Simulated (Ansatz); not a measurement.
System: KI (Fm-3m).

Symmetry: Fm-3m, No. 225, cubic system. Conventional cell: a = 7.066 Å, b = 7.066 Å, c = 7.066 Å, α = 90.00°, β = 90.00°, γ = 90.00°. Nearest to K lie 6 I at 3.53 Å. Nearest to I lie 6 K at 3.53 Å. Farther neighbours and most contacts between anions are not listed.

```
K I
1.0
     0.00000    3.53277    3.53277
     3.53277    0.00000    3.53277
     3.53277    3.53277    0.00000
K I
1 1
Cartesian
  0.0000 0.0000 0.0000
  3.5328 3.5328 3.5328
```

The cell and positions come from the Crystallography Open Database and are kept as given unless a step says otherwise. Spin-orbit coupling is left out unless a run names it. PAW set soft_2, made with PBE.

Gaps computed with Ansatz 0.2.0 without a self-energy: PBE 3.97 eV, PBE+SOC 3.65 eV, HSE06 4.97 eV, PBE0 5.66 eV and DDH-PBE0 6.33 eV.

Estimate the G0W0@PBE gap with 4×4×4 mesh, 566 empty bands, screening to 200 eV, default PAW files.

About 6.15 eV: on its mesh the run moves the gap from 3.97 eV by +2.18 eV. Among the scalar-relativistic levels given, DDH-PBE0 is nearest (+0.18 eV). Spin-orbit coupling is not in that value; its −0.32 eV at the PBE level would bring it to about 5.83 eV. Bands and cutoff are finite, so the gap is not at the basis limit. The miss can reach some tenths of an eV and take either sign; the mesh is an error of its own. The many-body steps are scalar-relativistic: spin-orbit coupling is not in them.

[Paths, hosts, dates, memory and timing lines, banners, echoed tables and standing remarks are left out of the program output.]

[Logs are printed without paths, hosts, clocks, repeated set-up lines and the standing remarks that a program may print on its own settings, such as how far it seeks lower states.]

[Runs of the session that timed out or met a known fault of the program may be left out.]

[Cells called generated may have been cut or substituted from an entry of the Crystallography Open Database or the Materials Project.]

[Hosts, paths, dates, database ids (printed as entryN), source tags and the programs' standing remarks are cut or masked in the printed files.]
